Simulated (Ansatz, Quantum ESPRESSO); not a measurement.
# AgSb (Pm-3m): from the cell to the phonon bands, part 4 of 4

Aim: the phonon dispersion of AgSb (Pm-3m), checked by a second program.

Quantum ESPRESSO 7.5; DFT LDA, scalar-relativistic, plane waves, JTH PAW pseudopotentials.

So far. Step 7 (Dispersion): The path dips to 46i cm⁻¹. Step 9 (Modes with the sum rule): The rule moves no optical mode by more than 0.1 cm⁻¹.

The structure was built from a prototype and need not be the compound's stable phase.

### 13. A second program

The same cell goes through another code, with its own cutoff. The potentials differ. Its k mesh is centred on Γ.

This step: DFT LDA, scalar-relativistic, plane waves, PseudoDojo norm-conserving pseudopotentials (Ansatz 0.2.0).

input.yaml reads:

```yaml
crystal:
  lattice:
    - [3.4772315325, 0.0, 0.0]
    - [0.0, 3.4772315325, 0.0]
    - [0.0, 0.0, 3.4772315325]
  atoms:
    - { symbol: Ag, position: [0.0, 0.0, 0.0] }
    - { symbol: Sb, position: [0.5, 0.5, 0.5] }
kpoints:
  mp_grid: { grid: [10, 10, 10] }
hamiltonian:
  xc: lda
  pseudopotentials: { kind: nc, accuracy: standard }
scf:
  occupations: { method: cold, width: 0.27211 }
output:
  eigenvalues: true
phonons:
  method: dfpt
  qmesh: [2, 2, 2]
  temperatures: { t_max: 1000, t_step: 50 }
  qpath:
    path:
      - [[0.0, 0.0, 0.0], [0.0, 0.5, 0.0], [0.5, 0.5, 0.0], [0.0, 0.0, 0.0], [0.5, 0.5, 0.5], [0.0, 0.5, 0.0]]
      - [[0.5, 0.5, 0.5], [0.5, 0.5, 0.0]]
    npoints: 12
```

Launch:

```bash
ansatz run input.yaml --threads 4 --pin off --max-ram 8192MiB --backend cpu --events-out ev --progress --plain --runs-dir out
```

Output:

```text
Engine: ansatz 0.2.0, aarch64-unknown-linux-gnu
Pseudopotentials: kind: nc
Pseudopotential: Ag, nc, valence charge 19, recommended cutoff 1170.089609 eV (normal), Ag.nc.azcp (PseudoDojo's, or run here from an input of PseudoDojo's; its table is named by hamiltonian.pseudopotentials.accuracy)
Pseudopotential: Sb, nc, valence charge 15, recommended cutoff 1142.878222 eV (normal), Sb.nc.azcp (PseudoDojo's, or run here from an input of PseudoDojo's; its table is named by hamiltonian.pseudopotentials.accuracy)
Functional definition: SPW92
  exchange = slater_x
  correlation = pw_c
Crystal: 2 atoms, lattice volume = 42.044 Å³
Basis set: ecut = 1170.089609 eV, 3887 PW (Γ), exchange–correlation on 80×80×80 points (8 copies of the dense FFT grid, shifted against one another)
Bands: 21, of which v1, the nominal top of the filled ones, is band 17 counted from 1 (16 counted from 0)
Symmetry: 48 space group operations
k-points: 56 of 1000
Non-local potential: Ag, projectors of the file, l = 0: 2, l = 1: 2, l = 2: 2
Non-local potential: Sb, projectors of the file, l = 0: 2, l = 1: 2, l = 2: 2
Initial density: superposition of atomic densities (chi_scale 0.1, normalization cell, long waves kept (reshape's long-wave potential 0.00 eV rms))
Initial wavefunctions: pseudopotential atomic-orbital guess
Functional: x = slater, c = lda
SCF iter   1: F=—  HF=-6685.359352 eV  |F-HF|=—  |Δ(HF+E_count)|=         —  Δρ=4.15e-2  dr2=8.48e-1  ethr=3.10e-3  ⟨swp⟩=6.9  Hψ=12205  notcnv=0
automatic band count: the SCF goes on with 25 bands, as 21 were too few: they end inside the smearing window of the response
preconditioner: auto → Kerker (q_TF=auto, 2.633 Å⁻¹)  [metal: Δε(μ)=0.023 eV  Ē_g=22.173 eV  σ=0.272 eV  W_gap=0.06  n_scr=18 (ndim 8)  ℏωp=29.2 eV  f_vac=0.000  D(μ)=1.13/eV (n_scr^D=6)]
SCF iter   2: F=—  HF=-6685.159609 eV  |F-HF|=—  |Δ(HF+E_count)|=   2.00e-1  S|Δr|=    0.00e0  Δρ=1.47e-2  dr2=7.08e-2  ethr=2.49e-3  ⟨swp⟩=2.2  Hψ=2424  notcnv=0  defer=1
SCF iter   3: F=—  HF=-6685.138352 eV  |F-HF|=—  |Δ(HF+E_count)|=   2.13e-2  S|Δr|=    0.00e0  Δρ=6.86e-3  dr2=1.63e-2  ethr=2.08e-4  ⟨swp⟩=1.9  Hψ=1585  notcnv=0  defer=1
SCF iter   4: F=—  HF=-6685.132184 eV  |F-HF|=—  |Δ(HF+E_count)|=   6.17e-3  S|Δr|=    0.00e0  Δρ=1.00e-3  dr2=3.04e-4  ethr=4.79e-5  ⟨swp⟩=2.7  Hψ=2176  notcnv=0  defer=1
SCF iter   5: F=—  HF=-6685.132137 eV  |F-HF|=—  |Δ(HF+E_count)|=   4.69e-5  S|Δr|=    0.00e0  Δρ=1.55e-4  dr2=7.37e-6  ethr=8.95e-7  ⟨swp⟩=2.1  Hψ=1934  notcnv=0  defer=1
SCF iter   6: F=—  HF=-6685.132133 eV  |F-HF|=—  |Δ(HF+E_count)|=   4.03e-6  S|Δr|=    0.00e0  Δρ=3.31e-5  dr2=2.19e-7  ethr=2.17e-8  ⟨swp⟩=2.4  Hψ=2201  notcnv=0  defer=1
SCF iter   7: F=—  HF=-6685.132131 eV  |F-HF|=—  |Δ(HF+E_count)|=   2.06e-6  S|Δr|=    0.00e0  Δρ=6.78e-6  dr2=1.03e-8  ethr=6.43e-10  ⟨swp⟩=2.9  Hψ=2352  notcnv=0  defer=1
SCF iter   8: F=—  HF=-6685.132131 eV  |F-HF|=—  |Δ(HF+E_count)|=   2.23e-9  S|Δr|=    0.00e0  Δρ=8.69e-7  dr2=2.45e-10  ethr=3.02e-11  ⟨swp⟩=3.0  Hψ=2432  notcnv=0  defer=1
SCF iter   9: F=-6685.132131 eV  HF=-6685.132131 eV  |F-HF|=3.64e-12  |Δ(HF+E_count)|=  9.09e-13  S|Δr|=    0.00e0  Δρ=1.60e-7  dr2=3.55e-12  ethr=1.00e-12  ⟨swp⟩=14.4  Hψ=12283  notcnv=0
SCF 1 converged in 9 iterations: F = -6685.132131 eV  dr2 = 3.55e-12
Initial density: read from a saved state, or passed on in memory by an earlier SCF of this step, an earlier step, the calling program or the single point that the run made first
iter 1 solved again at ethr=3.58e-8 eV; its pass at ethr=3.10e-3 eV (dr2=1.22e-5 eV) is discarded
SCF iter   1: F=—  HF=-6685.132132 eV  |F-HF|=—  |Δ(HF+E_count)|=         —  Δρ=8.90e-7  dr2=5.05e-11  ethr=3.58e-8  ⟨swp⟩=6.2  Hψ=11259  notcnv=0
eigensolver tolerance schedule: the retry pair's looser diagonalisation over-reported the residual by 241277.62 of it (diagonalisation noise at an unbounded share of the residual, at the tolerance the schedule requests for it); recorded, not acted on — ethr = c·dr2/N_el stays at c = 1.0e-1
preconditioner: auto → Kerker (q_TF=auto, 2.633 Å⁻¹)  [metal: Δε(μ)=0.054 eV  Ē_g=9.612 eV  σ=0.272 eV  W_gap=0.14  n_scr=18 (ndim 8)  ℏωp=22.9 eV  f_vac=0.000  D(μ)=1.22/eV (n_scr^D=6)]
SCF iter   2: F=—  HF=-6685.132131 eV  |F-HF|=—  |Δ(HF+E_count)|=   1.32e-6  S|Δr|=    0.00e0  Δρ=5.12e-7  dr2=2.08e-11  ethr=1.00e-12  ⟨swp⟩=5.0  Hψ=4600  notcnv=0
SCF iter   3: F=-6685.132131 eV  HF=-6685.132131 eV  |F-HF|=3.64e-12  |Δ(HF+E_count)|=  8.19e-12  S|Δr|=    0.00e0  Δρ=3.32e-7  dr2=7.95e-12  ethr=1.00e-12  ⟨swp⟩=6.7  Hψ=3966  notcnv=0
SCF 2 converged in 3 iterations: F = -6685.132131 eV  dr2 = 7.95e-12
phonons: the bands overlap, so this run is a metal and interpolates without the dipole-dipole term. If the crystal is really an insulator or semiconductor, its LO-TO splitting is missing
NSCF: frozen V_eff on 56 k-points
WARN: eigensolver did not converge (k=9): 1 band(s) unlocked after 2 eigensolves, warm-restarted (20 sweeps on the last) at ethr=1.25e-12 eV (storage-precision floor; scheduled 1.00e-12 eV) (lowest unlocked band 24, counted from 0; max residual 5.97e-6 eV among the unlocked bands, 5.97e-6 eV over every band; other slots of this pass that fall short are told together in one closing line; warning suppressed until the next SCF loop or pass starts)
WARN: eigensolver did not converge in 2 slots of this pass, the one above among them; of largest residual over every band (k=53): 1 band(s) unlocked (lowest unlocked band 24, counted from 0; max residual 7.95e-6 eV among the unlocked bands, 7.95e-6 eV over every band); of lowest unlocked band (k=9): band 24
NSCF: frozen V_eff on 126 k-points
DFPT response loops at q = (0, 0, 0) (fractional): preconditioner auto → Kerker (q_TF=auto, 2.633 Å⁻¹) (partly filled bands, converged f_vac=0.000); β = 1.00, the filter's whole step (`scf.mixing.beta` (0.50) is not read by the response loops under this deck's `scf.mixing.preconditioner`; to damp them name `kerker` or `kerker_dos`, under which they read `scf.mixing.beta`, and type it under 1.00, their step now; both keys bind the ground state too); Broyden in place of MSR1
NSCF: frozen V_eff on 432 k-points
DFPT response loops at q = (0, 0, -0.5) (fractional): mixed as the last ones told, above
NSCF: frozen V_eff on 432 k-points
DFPT response loops at q = (0, -0.5, -0.5) (fractional): mixed as the last ones told, above
NSCF: frozen V_eff on 252 k-points
DFPT response loops at q = (-0.5, -0.5, -0.5) (fractional): mixed as the last ones told, above
SCF converged after 9 iterations
Stability not checked: this state was not tested for a lower state beside it, because cold or Methfessel-Paxton smearing, or corrected tetrahedra, fill the levels in a way that the test cannot read (fill_not_monotonic; see scf.lower_state_search)
Free energy (F): -6685.132131 eV
Harris-Foulkes:  -6685.132131 eV  (|F-HF|=3.64e-12)
Internal energy: -6685.127884 eV  (E = F + TS)
E sigma→0 (E₀):  -6685.130715 eV
Entropy (-TS):   -0.004247 eV (-2.123 meV/atom)
Fermi energy:    15.048430 eV
--- Per-component energies (eV) ---
  E_band       = -384.219044
  E_kinetic    = 2886.761895
  E_local      = -4947.966786  (includes V_loc(G=0)·N_el)
  E_nonlocal   = -581.132967
  E_hartree    = 1581.492687
  E_xc         = -1235.189018
  E_vxc        = -904.866576  (∫ρ·V_xc dr)
  E_ewald      = -4389.093695
  E_smearing   = -0.004247  (= −TS)
  E_closure    = 0.000000  (closes the sum)
  Σ components = -6685.132131   (vs F -6685.132131, Δ=0.00e0)
--- Band table (eV; the first three rows and the last of 56) ---
  k-point 0: bands = [... 13 lower, 10.2802, 10.2802, 15.2427, 15.2427, 15.2427, 17.3444, 21.3460, 21.3460, ... 4 higher]
  k-point 1: bands = [... 13 lower, 10.2119, 10.2819, 14.1365, 15.4451, 15.4451, 18.0713, 21.3509, 22.0569, ... 4 higher]
  k-point 2: bands = [... 13 lower, 10.0474, 10.2861, 12.5439, 16.0044, 16.0044, 18.7928, 21.3648, 23.9054, ... 4 higher]
  k-point 55: bands = [... 13 lower, 10.7015, 10.7015, 14.8380, 14.8380, 14.8380, 16.2951, 16.2951, 16.2951, ... 4 higher]
--- Phonons (Γ-DFPT): 2 representative perturbations + reference (Σ response iterations 5) ---
  ASR residual: 3.253e-4 → 0.000e0 eV/Å²; symmetrization residual: 2.039e-5 eV/Å²
  ASR residual per site (eV/Å²): 8.03e-5 3.25e-4
  Γ frequencies (cm⁻¹): 0.00 0.00 0.00 79.22 79.22 79.22
--- Phonons (arbitrary-q DFPT): 4 irreducible q on the 2×2×2 mesh ---
  q = [0.0000, 0.0000, 0.0000] (star 1, of the zone-centre solve; hermiticity 3.09e-5, symmetrization 2.16e-13): -0.00 0.00 0.00 79.22 79.22 79.22
  q = [0.0000, 0.0000, -0.5000] (star 3, 4 solved perturbations in 684 linear systems a pass and spin channel, the states on 216 of 1000 k-point pairs; hermiticity 3.12e-8, symmetrization 1.51e-8, the responses' own estimated error 2.1e-4 eV/Å²): 37.11 37.11 73.77 73.77 74.63 108.17
  q = [0.0000, -0.5000, -0.5000] (star 3, 4 solved perturbations in 684 linear systems a pass and spin channel, the states on 216 of 1000 k-point pairs; hermiticity 1.35e-6, symmetrization 1.22e-10, the responses' own estimated error 1.8e-4 eV/Å²): -45.94 -45.94 43.61 63.88 103.92 103.92
  q = [-0.5000, -0.5000, -0.5000] (star 1, 2 solved perturbations on 126 of 1000 k-point pairs; hermiticity 1.68e-9, symmetrization 8.40e-10, the responses' own estimated error 1.6e-4 eV/Å²): 58.51 58.51 58.51 76.22 76.22 76.22
  sum rule: each row above includes the acoustic sum rule's correction from the zone centre's row sums; it moved no ω² by more than (0.85 cm⁻¹)²
  mesh force constants: q→R imaginary residual 4.28e-17; ASR residual 3.253e-4 → 0.000e0 eV/Å²; symmetrization residual 1.554e-15 eV/Å²
  interpolated dispersion: 74 rows × 6 modes
  density of states and harmonic sums: on the 18×18×18 q-mesh, interpolated from the force constants of a 2×2×2 supercell (no non-analytic term)
  largest difference from the sums on the solved wave vectors: F 1.75e-1 eV, S 2.15e-4 and C_V 4.40e-5 eV/K
  zero-point energy: 0.021526 eV/cell   skipped modes (ω ≤ 0): 141, of them read as no rigid motion or as one in doubt: 138 (6.588e-1 modes/cell left out, lowest -45.94 cm⁻¹)   left out of the sums: 1.10e-1 of the cell's modes: C_V's classical limit lies that fraction below 3 k_B per atom; for a crystal, a wire or a layer, F and S can be off by more, and a phonons.interpolated_qmesh denser along its periods is the remedy for the sampling
```

It took 2.1 min on 4 threads of Arm Neoverse V1, shared host; peak memory 1.9 GiB.

Numbers from this step:

```
sum-rule residual before enforcement                               : 3.25e-4 eV/Å²
lowest frequency on the path                                       : -45.94 cm⁻¹
share of modes beyond 3i cm⁻¹ on the dense interpolated mesh       : 0.1107
highest optical zone-centre mode (no LO-TO term)                   : 79.22 cm⁻¹
lowest optical zone-centre mode                                    : 79.22 cm⁻¹
lowest mode on the q mesh (acoustic ones at the zone centre apart) : -45.94 cm⁻¹
```

### 14. Side by side: QE JTH and Ansatz, PseudoDojo

Worked out from the results:

* root-mean-square difference: 1.14 cm⁻¹
* largest difference: 1.68 cm⁻¹
* root-mean-square difference on the path: 1.1 cm⁻¹
* largest difference on the path: 2.1 cm⁻¹

The 12 of 21 modes that differ most. Frequencies side by side:

| q (reciprocal lattice) | mode | QE JTH (cm⁻¹) | Ansatz, PseudoDojo (cm⁻¹) |
| --- | --- | --- | --- |
| 0 0 0 | 4 | 77.61 | 79.22 |
| 0 0 0 | 5 | 77.61 | 79.22 |
| 0 0 0 | 6 | 77.61 | 79.22 |
| 0 0 -0.5 | 1 | 35.87 | 37.11 |
| 0 0 -0.5 | 2 | 35.87 | 37.11 |
| 0 0 -0.5 | 6 | 107.3 | 108.2 |
| 0 -0.5 -0.5 | 3 | 42.27 | 43.61 |
| 0 -0.5 -0.5 | 5 | 102.2 | 103.9 |
| 0 -0.5 -0.5 | 6 | 102.2 | 103.9 |
| -0.5 -0.5 -0.5 | 1 | 57.27 | 58.51 |
| -0.5 -0.5 -0.5 | 2 | 57.27 | 58.51 |
| -0.5 -0.5 -0.5 | 3 | 57.27 | 58.51 |

At the solved wavevectors the largest difference (acoustic modes at Γ apart) is 2 % of the highest mode.

### 15. Results

```
space group after relaxation                                       : Pm-3m
volume per atom                                                    : 21.0 Å³
highest optical zone-centre mode (no LO-TO term)                   : 77.6 cm⁻¹
q mesh                                                             : 2×2×2
lowest mode on the q mesh (acoustic ones at the zone centre apart) : -46.1 cm⁻¹
imaginary modes on the q mesh                                      : yes
largest difference from Ansatz, PseudoDojo                         : 1.68 cm⁻¹
```

**Reading.** AgSb (Pm-3m) is unstable: a mode solved on the 2×2×2 mesh is imaginary, 46i cm⁻¹; its spectrum reaches 107 cm⁻¹. At the LDA level the optical modes of AgSb (Pm-3m) at the zone centre lie at 78 cm⁻¹. The most unstable solved mode lies at q = (0, -0.5, -0.5), on the zone boundary, so the distortion that it points to doubles the cell. QE JTH and Ansatz, PseudoDojo differ by 1.1 cm⁻¹ in the root mean square and by 1.7 cm⁻¹ at most, 1.6 % of the highest mode compared (acoustic modes at Γ left out; ph.x's values are those before the sum rule); the two use different potentials, and the cell was not relaxed for the second set. These are harmonic frequencies at zero temperature: anharmonic shifts and linewidths and thermal expansion are left out. Spin-orbit coupling is left out, which can matter for the heavy elements here. In a metal the frequencies hang on the k mesh and the smearing, most of all near Kohn anomalies. The q mesh stands for a supercell only 7.0 Å across, so branches between the solved wavevectors are rough. The structure is a hypothetical one, built on a prototype.

[Host names and launcher messages were left out of these logs when they were recorded.]

[Logs are printed without paths, hosts, clocks, repeated set-up lines and the standing remarks that a program may print on its own settings, such as how far it seeks lower states.]

[Hosts, paths, dates, database ids (printed as entryN), source tags and the programs' standing remarks are cut or masked in the printed files.]
